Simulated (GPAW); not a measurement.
# Conductance along a series: biphenyl-4,4'-dithiol between two Al chains

Aim: how the conductance and the thermopower change along a series of junctions, biphenyl-4,4'-dithiol between two Al chains.

Main program and level: GPAW 26.7.0; GPAW LCAO, PAW setups; Landauer transmission from Green's functions with principal layers (ASE), zero bias.

### 1. Set-up

The cell holds 34 atoms: 12 Al, 2 S, 12 C and 8 H. Cell: a = 13.133 Å, b = 9.000 Å, c = 40.388 Å, α = 90.0°, β = 90.0°, γ = 90.0°. Regions: left lead, 6 atoms (6 Al); channel, 22 atoms (2 S, 12 C and 8 H); right lead, 6 atoms (6 Al). Vacuum lies along a and b. The structure is stacked along c, and the current runs across the ab planes.

### 2. Junction, box 13.1 × 9 Å, twist 0 degrees

The structure changes from member to member while basis and functional stay, so that the trend is less open to errors of the level than any single value.

run.py reads:

```python
import json
import numpy as np
from ase import Atoms
from ase.transport.calculators import TransportCalculator
from gpaw import GPAW, FermiDirac
from gpaw.lcao.tools import get_lcao_hamiltonian
from scipy.linalg import eigh

# The junction with lead layers at both ends, along the third cell vector
device = Atoms(
    ['Al', 'Al', 'Al', 'Al', 'Al', 'Al', 'S', 'C', 'H', 'H', 'C', 'C', 'C', 'C', 'H', 'H', 'C', 'C', 'H', 'H', 'C', 'C', 'C', 'C', 'H', 'H', 'C', 'S', 'Al', 'Al', 'Al', 'Al', 'Al', 'Al'],
    positions=[
        [6.56659, 4.50000, 1.20000],
        [6.56659, 4.50000, 3.60000],
        [6.56659, 4.50000, 6.00000],
        [6.56659, 4.50000, 8.40000],
        [6.56659, 4.50000, 10.80000],
        [6.56659, 4.50000, 13.20000],
        [5.39681, 5.36284, 14.85140],
        [5.41039, 5.35043, 16.62958],
        [3.25645, 5.35599, 16.80299],
        [7.56625, 5.36807, 16.81043],
        [4.20587, 5.35473, 17.33349],
        [6.61431, 5.35473, 17.33511],
        [4.20553, 5.35306, 18.73290],
        [6.61145, 5.35212, 18.73479],
        [3.25104, 5.34258, 19.25595],
        [7.56429, 5.36670, 19.26087],
        [5.40778, 5.35057, 19.45809],
        [5.40691, 5.34985, 20.92997],
        [3.25000, 5.36743, 21.12896],
        [7.56324, 5.34141, 21.13041],
        [4.20360, 5.35162, 21.65340],
        [6.60950, 5.34978, 21.65505],
        [4.20194, 5.35153, 23.05282],
        [6.61036, 5.34815, 23.05473],
        [7.56170, 5.35301, 23.58062],
        [3.25183, 5.35976, 23.58202],
        [5.40543, 5.34374, 23.75852],
        [5.38892, 5.35174, 25.53674],
        [6.56659, 4.50000, 27.18829],
        [6.56659, 4.50000, 29.58829],
        [6.56659, 4.50000, 31.98829],
        [6.56659, 4.50000, 34.38829],
        [6.56659, 4.50000, 36.78829],
        [6.56659, 4.50000, 39.18829]],
    cell=[[13.13318, 0.0, 0.0], [0.0, 9.0, 0.0], [0.0, 0.0, 40.38829]],
    pbc=True)

# One principal layer of the lead: the first 4 atoms of the device
lead = Atoms(
    ['Al', 'Al', 'Al', 'Al'],
    positions=[
        [6.56659, 4.50000, 1.20000],
        [6.56659, 4.50000, 3.60000],
        [6.56659, 4.50000, 6.00000],
        [6.56659, 4.50000, 8.40000]],
    cell=[[13.13318, 0.0, 0.0], [0.0, 9.0, 0.0], [0.0, 0.0, 9.6]],
    pbc=True)

settings = dict(mode='lcao', basis='dzp', xc='RPBE', h=0.2,
                occupations=FermiDirac(0.1), maxiter=250,
                mixer=dict(beta=0.1, nmaxold=8, weight=100.0),
                convergence=dict(density=0.0001))
energies = np.arange(-2, 2 + 1e-9, 0.05)
eta = 0.0001
n1, n2 = 1, 1
# k and -k transmit alike, so half of the mesh across the current serves
mesh = [(i, j) for i in range(n1) for j in range(n2) if (i, j) <= (-i % n1, -j % n2)]
weights = np.array([1 if (i, j) == (-i % n1, -j % n2) else 2 for i, j in mesh]) / (n1 * n2)

# [... helper functions left out ...]
fermi_lead = ground_state(lead, (1, 1, 12), 'lead.txt')
fermi_device = ground_state(device, (1, 1, 2), 'device.txt')
# [... loop over the mesh left out, but for ...]
        # Shift the lead onto the potential of the device's first layer
        shift = ((H[:, 0, 0] - H0[:, 0, 0]) / S0[0, 0]).real.mean()
# [...]
kT = 8.617333e-5 * 300
bias = [0.1, 0.2, 0.5, 1.0, 1.5, 2.0]
# [... integrals and printing left out ...]
```

On the command line:

```console
> OMP_NUM_THREADS=1 OPENBLAS_NUM_THREADS=2 python run.py
```

Output:

```text
basis functions: device 378, principal layer 52
Fermi level: lead -3.4032 eV, device -3.0809 eV; lead shifted by -0.0026 eV
largest coupling past the next layer 1.28e-15 eV, largest misfit of the first layer 0.035 eV
  E-E_F (eV)   T (one spin)  [channel counts left out]
    -2.000    8.3198e-03
    -1.950    8.8833e-03
    -1.900    1.0005e-02
    -1.850    1.2003e-02
    -1.800    1.5647e-02
    -1.750    2.3086e-02
    -1.700    4.2238e-02
    -1.650    1.2458e-01
    -1.600    9.8056e-01
    -1.550    9.5472e-02
    -1.500    1.9478e-02
    -1.450    6.3374e-03
    -1.400    2.3091e-03
    -1.350    7.0296e-04
    -1.300    4.0060e-09
    -1.250    4.3485e-11
[...]
1.650    9.6841e-01
     1.700    9.8060e-01
     1.750    8.3411e-01
     1.800    6.4437e-01
     1.850    4.8568e-01
     1.900    3.7053e-01
     1.950    2.8991e-01
     2.000    2.3337e-01
conductance at 300 K: 0.032274 G0 a cell; thermopower -11.61 uV/K
current from the zero-bias T(E) at 0.1 V: 0.24921 uA
current from the zero-bias T(E) at 0.2 V: 0.4937 uA
current from the zero-bias T(E) at 0.5 V: 1.1815 uA
current from the zero-bias T(E) at 1.0 V: 2.3694 uA
current from the zero-bias T(E) at 1.5 V: 3.8449 uA
current from the zero-bias T(E) at 2.0 V: 4.9195 uA
```

Run time: 1.7 min. Hardware: 2 threads of Arm Neoverse V2, shared host; peak memory 1.7 GiB.

Numbers from this step:

| Item | Value |
| --- | --- |
| conductance | 0.03227 G₀ |
| thermopower | -11.61 μV/K |
| largest coupling past the next principal layer | 1.28e-15 eV |
| largest misfit of the first principal layer | 0.03522 eV |
| shift that aligns the lead | -0.002635 eV |
| basis functions of the junction | 378 |
| basis functions of a principal layer | 52 |
| transmission at the Fermi level (one spin) | 0.03266 |

One spin. Transmission, zone mean against energy, zero at the Fermi level:

energy (eV), transmission, zone mean and a bar:
```
   -2.000      0.008 
   -1.800      0.016 
   -1.600      0.981 ##############################
   -1.400      0.002 
   -1.200      0.000 
   -1.000      0.000 
   -0.800      0.000 
   -0.600      0.000 
   -0.400      0.000 
   -0.200      0.017 #
    0.000      0.033 #
    0.200      0.040 #
    0.400      0.059 ##
    0.600      0.081 ##
    0.800      0.064 ##
    1.000      0.041 #
    1.200      0.087 ###
    1.400      0.226 #######
    1.600      0.798 ########################
    1.700      0.981 ##############################
    1.800      0.644 ####################
    2.000      0.233 #######
```

Not self-consistent under bias; the bias window is split evenly. Table of current through one cell, from the zero-bias transmission by bias:

```tsv
bias (V)	current through one cell, from the zero-bias transmission (μA)
0.100	0.249
0.200	0.494
0.500	1.18
1.000	2.37
1.500	3.84
2.000	4.92
```

The transmission of the three most open eigenchannels by energy, zero at the Fermi level:

```tsv
energy (eV)	channel 1	channel 2	channel 3
-2.00	0.00832	0	0
-1.85	0.0120	0	0
-1.70	0.0422	0	0
-1.60	0.981	0	0
-1.45	0.00634	0	0
-1.30	4.0e-9	0	0
-1.15	2.7e-12	0	0
-1.05	0	0	0
-0.90	0	0	0
-0.75	0	0	0
-0.60	0	0	0
-0.50	0	0	0
-0.35	0.00664	6.8e-5	0
-0.20	0.0171	1.2e-4	0
-0.05	0.0297	1.2e-4	0
0.00	0.0326	1.0e-4	0
0.05	0.0346	8.4e-5	0
0.20	0.0403	4.4e-5	0
0.35	0.0527	2.9e-5	0
0.50	0.0732	3.6e-5	0
0.60	0.0807	6.2e-5	0
0.75	0.0698	1.7e-4	0
0.90	0.0512	4.3e-4	0
1.05	0.0502	7.1e-4	1.2e-6
1.15	0.0715	7.6e-4	2.1e-6
1.30	0.133	8.9e-4	3.0e-6
1.45	0.304	0.00108	4.1e-6
1.60	0.797	0.00135	6.4e-6
1.70	0.979	0.00159	9.6e-6
1.85	0.483	0.00217	2.5e-5
2.00	0.229	0.00467	1.4e-4
```

Couplings past the next layer reach 1.3e-15 eV, small enough to drop; the matrix elements of the cell's first layer differ from the bulk lead's by up to 0.035 eV. That layer keeps its own values in the calculation, and only beyond it is the lead taken as perfect. The Fermi levels of lead and junction count from different zeros of potential, one for each periodic cell; with both set to zero, the small remaining shift is what aligns them. By hand: G = 0.03227 × 77.48 μS = 2.50 μS, a resistance of 400 kΩ; at 0.1 V a linear junction would pass 0.250 μA, and the integral over the bias window gives 0.249 μA. Mott's formula, S = -(π²/3)(k_B²T/e) d ln T/dE, has the prefactor 7.33 μV/K·eV at 300 K; T = 0.02986 at -0.05 eV and 0.03470 at 0.05 eV give a slope of 1.50 per eV and S = -11.0 μV/K, beside -11.6 μV/K from the thermal integral, which interpolates the same grid.

### 3. Junction, box 13.2 × 9 Å: twist = 15

The cell differs from the one that the last finished run ended in (a 13.133 → 13.180 Å).

run.py reads:

```python
import json
import numpy as np
from ase import Atoms
from ase.transport.calculators import TransportCalculator
from gpaw import GPAW, FermiDirac
from gpaw.lcao.tools import get_lcao_hamiltonian
from scipy.linalg import eigh

# The junction with lead layers at both ends, along the third cell vector
device = Atoms(
    ['Al', 'Al', 'Al', 'Al', 'Al', 'Al', 'S', 'C', 'H', 'H', 'C', 'C', 'C', 'C', 'H', 'H', 'C', 'C', 'H', 'H', 'C', 'C', 'C', 'C', 'H', 'H', 'C', 'S', 'Al', 'Al', 'Al', 'Al', 'Al', 'Al'],
    positions=[
        [6.59005, 4.50000, 1.20000],
        [6.59005, 4.50000, 3.60000],
        [6.59005, 4.50000, 6.00000],
        [6.59005, 4.50000, 8.40000],
        [6.59005, 4.50000, 10.80000],
        [6.59005, 4.50000, 13.20000],
        [5.51776, 5.47318, 14.85624],
        [5.50153, 5.42065, 16.63367],
        [3.36456, 5.70641, 16.77958],
        [7.63786, 5.14998, 16.84245],
        [4.29708, 5.56851, 17.32201],
        [6.68427, 5.25093, 17.35445],
        [4.27444, 5.53665, 18.72088],
        [6.65900, 5.21847, 18.75353],
        [3.31873, 5.64081, 19.23127],
        [7.59706, 5.09591, 19.29196],
        [5.45433, 5.36000, 19.46113],
        [5.43013, 5.32758, 20.93245],
        [3.28622, 5.06220, 21.09170],
        [7.56594, 5.59338, 21.17266],
        [4.22537, 5.15842, 21.63333],
        [6.61092, 5.46726, 21.67959],
        [4.20148, 5.12808, 23.03222],
        [6.58971, 5.43572, 23.07875],
        [3.25000, 5.00220, 23.54376],
        [7.52393, 5.55210, 23.62220],
        [5.38446, 5.26063, 23.75985],
        [5.33876, 5.22828, 25.53728],
        [6.59005, 4.50000, 27.19375],
        [6.59005, 4.50000, 29.59375],
        [6.59005, 4.50000, 31.99375],
        [6.59005, 4.50000, 34.39375],
        [6.59005, 4.50000, 36.79375],
        [6.59005, 4.50000, 39.19375]],
    cell=[[13.1801, 0.0, 0.0], [0.0, 9.0, 0.0], [0.0, 0.0, 40.39375]],
    pbc=True)

# One principal layer of the lead: the first 4 atoms of the device
lead = Atoms(
    ['Al', 'Al', 'Al', 'Al'],
    positions=[
        [6.59005, 4.50000, 1.20000],
        [6.59005, 4.50000, 3.60000],
        [6.59005, 4.50000, 6.00000],
        [6.59005, 4.50000, 8.40000]],
    cell=[[13.1801, 0.0, 0.0], [0.0, 9.0, 0.0], [0.0, 0.0, 9.6]],
    pbc=True)

settings = dict(mode='lcao', basis='dzp', xc='RPBE', h=0.2,
                occupations=FermiDirac(0.1), maxiter=250,
                mixer=dict(beta=0.1, nmaxold=8, weight=100.0),
                convergence=dict(density=0.0001))
energies = np.arange(-2, 2 + 1e-9, 0.05)
eta = 0.0001
n1, n2 = 1, 1
# k and -k transmit alike, so half of the mesh across the current serves
mesh = [(i, j) for i in range(n1) for j in range(n2) if (i, j) <= (-i % n1, -j % n2)]
weights = np.array([1 if (i, j) == (-i % n1, -j % n2) else 2 for i, j in mesh]) / (n1 * n2)

# [... helper functions left out ...]
fermi_lead = ground_state(lead, (1, 1, 12), 'lead.txt')
fermi_device = ground_state(device, (1, 1, 2), 'device.txt')
# [... loop over the mesh left out, but for ...]
        # Shift the lead onto the potential of the device's first layer
        shift = ((H[:, 0, 0] - H0[:, 0, 0]) / S0[0, 0]).real.mean()
# [...]
kT = 8.617333e-5 * 300
bias = [0.1, 0.2, 0.5, 1.0, 1.5, 2.0]
# [... integrals and printing left out ...]
```

Output:

```text
basis functions: device 378, principal layer 52
Fermi level: lead -3.4058 eV, device -3.0836 eV; lead shifted by -0.0039 eV
largest coupling past the next layer 1.34e-15 eV, largest misfit of the first layer 0.037 eV
  E-E_F (eV)   T (one spin)  [channel counts left out]
    -2.000    9.1258e-03
    -1.950    9.7719e-03
    -1.900    1.1095e-02
    -1.850    1.3513e-02
    -1.800    1.8090e-02
    -1.750    2.8018e-02
    -1.700    5.6745e-02
    -1.650    2.2160e-01
    -1.600    5.9242e-01
    -1.550    5.4924e-02
    -1.500    1.3977e-02
    -1.450    4.9504e-03
    -1.400    1.8774e-03
    -1.350    5.7836e-04
    -1.300    2.3396e-09
    -1.250    3.6205e-11
[...]
1.650    8.7257e-01
     1.700    9.9505e-01
     1.750    9.3863e-01
     1.800    7.6403e-01
     1.850    5.8312e-01
     1.900    4.4217e-01
     1.950    3.4179e-01
     2.000    2.7152e-01
conductance at 300 K: 0.02955 G0 a cell; thermopower -11.92 uV/K
current from the zero-bias T(E) at 0.1 V: 0.22814 uA
current from the zero-bias T(E) at 0.2 V: 0.4517 uA
current from the zero-bias T(E) at 0.5 V: 1.0784 uA
current from the zero-bias T(E) at 1.0 V: 2.1678 uA
current from the zero-bias T(E) at 1.5 V: 3.5303 uA
current from the zero-bias T(E) at 2.0 V: 4.5002 uA
```

It took 1.7 min on 2 threads; peak memory 1.7 GiB.

This step gave:

| Quantity | Value |
| --- | --- |
| conductance | 0.02955 G₀ |
| thermopower | -11.92 μV/K |
| largest coupling past the next principal layer | 1.34e-15 eV |
| largest misfit of the first principal layer | 0.03682 eV |
| shift that aligns the lead | -0.003913 eV |
| transmission at the Fermi level (one spin) | 0.02992 |

One spin. Table of transmission, zone mean by energy, zero at the Fermi level:

```tsv
energy (eV)	transmission, zone mean
-2.000	0.00913
-1.800	0.0181
-1.600	0.592
-1.400	0.00188
-1.200	7.1e-12
-1.000	0
-0.800	0
-0.600	0
-0.400	1.1e-4
-0.200	0.0155
0.000	0.0299
0.200	0.0369
0.400	0.0542
0.600	0.0748
0.800	0.0580
1.000	0.0367
1.200	0.0759
1.400	0.188
1.600	0.665
1.700	0.995
1.800	0.764
2.000	0.272
```

Not self-consistent under bias; the bias window is split evenly. The current through one cell, from the zero-bias transmission by bias:

```tsv
bias (V)	current through one cell, from the zero-bias transmission (μA)
0.100	0.228
0.200	0.452
0.500	1.08
1.000	2.17
1.500	3.53
2.000	4.50
```

The transmission of the three most open eigenchannels by energy, zero at the Fermi level:

```tsv
energy (eV)	channel 1	channel 2	channel 3
-2.000	0.00913	0	0
-1.800	0.0181	0	0
-1.600	0.592	0	0
-1.400	0.00188	0	0
-1.200	7.1e-12	0	0
-1.000	0	0	0
-0.800	0	0	0
-0.600	0	0	0
-0.400	1.1e-4	4.2e-6	0
-0.200	0.0154	9.3e-5	0
0.000	0.0298	8.2e-5	0
0.200	0.0369	3.6e-5	0
0.400	0.0541	2.2e-5	0
0.600	0.0747	4.9e-5	0
0.800	0.0578	1.9e-4	0
1.000	0.0361	5.9e-4	2.4e-7
1.200	0.0752	6.4e-4	1.9e-6
1.400	0.187	8.1e-4	2.9e-6
1.600	0.664	0.00106	5.2e-6
1.800	0.763	0.00147	1.4e-5
2.000	0.269	0.00271	1.0e-4
```

The conductance, 0.0296 G₀, lies 8.4 % below that of the member before.

### 4. Junction, box 13.1 × 9.6 Å: twist = 30

The cell differs from the one that the last finished run ended in (a 13.180 → 13.116 Å, b 9.000 → 9.588 Å; other edges change by under 0.2 %).

run.py reads:

```python
import json
import numpy as np
from ase import Atoms
from ase.transport.calculators import TransportCalculator
from gpaw import GPAW, FermiDirac
from gpaw.lcao.tools import get_lcao_hamiltonian
from scipy.linalg import eigh

# The junction with lead layers at both ends, along the third cell vector
device = Atoms(
    ['Al', 'Al', 'Al', 'Al', 'Al', 'Al', 'S', 'C', 'H', 'H', 'C', 'C', 'C', 'C', 'H', 'H', 'C', 'C', 'H', 'H', 'C', 'C', 'C', 'C', 'H', 'H', 'C', 'S', 'Al', 'Al', 'Al', 'Al', 'Al', 'Al'],
    positions=[
        [6.55786, 4.79424, 1.20000],
        [6.55786, 4.79424, 3.60000],
        [6.55786, 4.79424, 6.00000],
        [6.55786, 4.79424, 8.40000],
        [6.55786, 4.79424, 10.80000],
        [6.55786, 4.79424, 13.20000],
        [7.51144, 3.72531, 14.86975],
        [7.55749, 3.81677, 16.64507],
        [9.63855, 3.25000, 16.77746],
        [5.47962, 4.37682, 16.86762],
        [8.74002, 3.52459, 17.32525],
        [6.41758, 4.16069, 17.37276],
        [8.78477, 3.58586, 18.72260],
        [6.46502, 4.22221, 18.77029],
        [9.72439, 3.36623, 19.22620],
        [5.55888, 4.48225, 19.31452],
        [7.64886, 3.93671, 19.46956],
        [7.69616, 4.00002, 20.93931],
        [9.79172, 4.53731, 21.04930],
        [5.61613, 3.47098, 21.22848],
        [8.88260, 4.33349, 21.61196],
        [6.55673, 3.72649, 21.71317],
        [8.92851, 4.39332, 23.00935],
        [6.59983, 3.78717, 23.11088],
        [9.86571, 4.64823, 23.49874],
        [5.69819, 3.56402, 23.67558],
        [7.78564, 4.12620, 23.76364],
        [7.85997, 4.19802, 25.53895],
        [6.55786, 4.79424, 27.20898],
        [6.55786, 4.79424, 29.60898],
        [6.55786, 4.79424, 32.00898],
        [6.55786, 4.79424, 34.40898],
        [6.55786, 4.79424, 36.80898],
        [6.55786, 4.79424, 39.20898]],
    cell=[[13.11571, 0.0, 0.0], [0.0, 9.58848, 0.0], [0.0, 0.0, 40.40898]],
    pbc=True)

# One principal layer of the lead: the first 4 atoms of the device
lead = Atoms(
    ['Al', 'Al', 'Al', 'Al'],
    positions=[
        [6.55786, 4.79424, 1.20000],
        [6.55786, 4.79424, 3.60000],
        [6.55786, 4.79424, 6.00000],
        [6.55786, 4.79424, 8.40000]],
    cell=[[13.11571, 0.0, 0.0], [0.0, 9.58848, 0.0], [0.0, 0.0, 9.6]],
    pbc=True)

settings = dict(mode='lcao', basis='dzp', xc='RPBE', h=0.2,
                occupations=FermiDirac(0.1), maxiter=250,
                mixer=dict(beta=0.1, nmaxold=8, weight=100.0),
                convergence=dict(density=0.0001))
energies = np.arange(-2, 2 + 1e-9, 0.05)
eta = 0.0001
n1, n2 = 1, 1
# k and -k transmit alike, so half of the mesh across the current serves
mesh = [(i, j) for i in range(n1) for j in range(n2) if (i, j) <= (-i % n1, -j % n2)]
weights = np.array([1 if (i, j) == (-i % n1, -j % n2) else 2 for i, j in mesh]) / (n1 * n2)

# [... helper functions left out ...]
fermi_lead = ground_state(lead, (1, 1, 12), 'lead.txt')
fermi_device = ground_state(device, (1, 1, 2), 'device.txt')
# [... loop over the mesh left out, but for ...]
        # Shift the lead onto the potential of the device's first layer
        shift = ((H[:, 0, 0] - H0[:, 0, 0]) / S0[0, 0]).real.mean()
# [...]
kT = 8.617333e-5 * 300
bias = [0.1, 0.2, 0.5, 1.0, 1.5, 2.0]
# [... integrals and printing left out ...]
```

Output:

```text
basis functions: device 378, principal layer 52
Fermi level: lead -3.4480 eV, device -3.1345 eV; lead shifted by -0.0024 eV
largest coupling past the next layer 1.30e-15 eV, largest misfit of the first layer 0.037 eV
  E-E_F (eV)   T (one spin)  [channel counts left out]
    -2.000    1.2013e-02
    -1.950    1.3117e-02
    -1.900    1.5506e-02
[...]
1.950    5.4338e-01
     2.000    4.1918e-01
conductance at 300 K: 0.022864 G0 a cell; thermopower -11.41 uV/K
current from the zero-bias T(E) at 0.1 V: 0.17653 uA
current from the zero-bias T(E) at 0.2 V: 0.34956 uA
current from the zero-bias T(E) at 0.5 V: 0.83459 uA
current from the zero-bias T(E) at 1.0 V: 1.6745 uA
current from the zero-bias T(E) at 1.5 V: 2.7463 uA
current from the zero-bias T(E) at 2.0 V: 3.4692 uA
```

Wall time 2 min (2 threads); peak memory 1.8 GiB.

The conductance, 0.0229 G₀, lies 23 % below that of the member before.

(Continued in part 2 of 3.)

[Logs are printed without paths, hosts, clocks, repeated set-up lines and the standing remarks that a program may print on its own settings, such as how far it seeks lower states.]

[Hosts, paths, dates, database ids (printed as entryN), source tags and the programs' standing remarks are cut or masked in the printed files.]
